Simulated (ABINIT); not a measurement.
Computed results, one entry a study.

**A GW chain in ABINIT: CsSrF3 (Pm-3m)**

Symmetry: Pm-3m, No. 221, cubic system. The conventional cell has a = 4.763 Å, b = 4.763 Å, c = 4.763 Å, α = 90.00°, β = 90.00°, γ = 90.00°. Nearest to Cs lie 12 F at 3.37 Å. Nearest to Sr lie 6 F at 2.38 Å. Nearest to F lie 2 Sr at 2.38 Å and 4 Cs at 3.37 Å. Farther neighbours, and contacts between anions beyond the nearest, are not listed.

| Item | Value |
| --- | --- |
| method | RPA screening on LDA, plane waves, norm-conserving pseudopotentials (and 2 further levels or steps) |
| program | ABINIT 10.8.3 |
| settings | cutoff 36 Ha, PseudoDojo scalar-relativistic 0.4.1 standard, norm-conserving, potential set dojo-sr-lda-0.4.1-standard, ngkpt (2, 2, 2), nband 91, ecuteps 3.9 Ha, inclvkb 2, shiftk (0, 0, 0), symchi 1, awtr 1, frequency ppm, 2×2×2 k-mesh |
| notes | The program’s warnings: nproc spkpt=  >= nkpt= * nsppol=. The cell and positions are those that the Materials Project relaxed with its own functionals (PBE, PBE+U or r2SCAN), kept fixed. Limits: no spin-orbit coupling. The 2×2×2 mesh is coarse for this cell, which bears on the long-range parts of exchange and screening. |
| LDA gap | 6.08 eV, direct |
| G0W0 gap on the mesh | 9.58 eV |
| GW settings | 2×2×2 mesh, 91 bands, screening to 106.1 eV, Godby-Needs plasmon pole |
| known limits | short of the basis limit; no spin-orbit coupling; coarse k mesh |

G0W0 moves the gap on the mesh from 6.08 eV to 9.58 eV (+3.50 eV), with Z of 0.80 and 0.89 at the edges. Local fields lower the RPA ε∞ on this mesh from 2.51 to 2.27; a Γ-centred mesh this coarse tends to raise both, most where the direct gap is narrow, while a short band sum lowers them.

[Paths, hosts, dates, memory and timing lines, banners, echoed tables and standing remarks are left out of the program output; an Ansatz launch command may be rebuilt from the run's recorded settings. Measured values are a selection of at most five: reports struck by readers or far from the other reports are left out. None is set beside runs whose start may be inverted or whose files or cutoffs have a known fault.]

[Runs of the session that timed out or met a known fault of the program may be left out.]

[Hosts, paths, dates, database ids (printed as entryN), source tags and the programs' standing remarks are cut or masked in the printed files.]

[G0W0 gaps are taken among the corrected bands and points alone; a level outside them can change the order at an edge.]

[Where Ansatz stands beside ABINIT at settings called matched, ABINIT's density can come from a denser mesh and the files from another edition; pairs whose starting gaps differed by over 0.03 eV were left out, so agreement reads better than it is.]
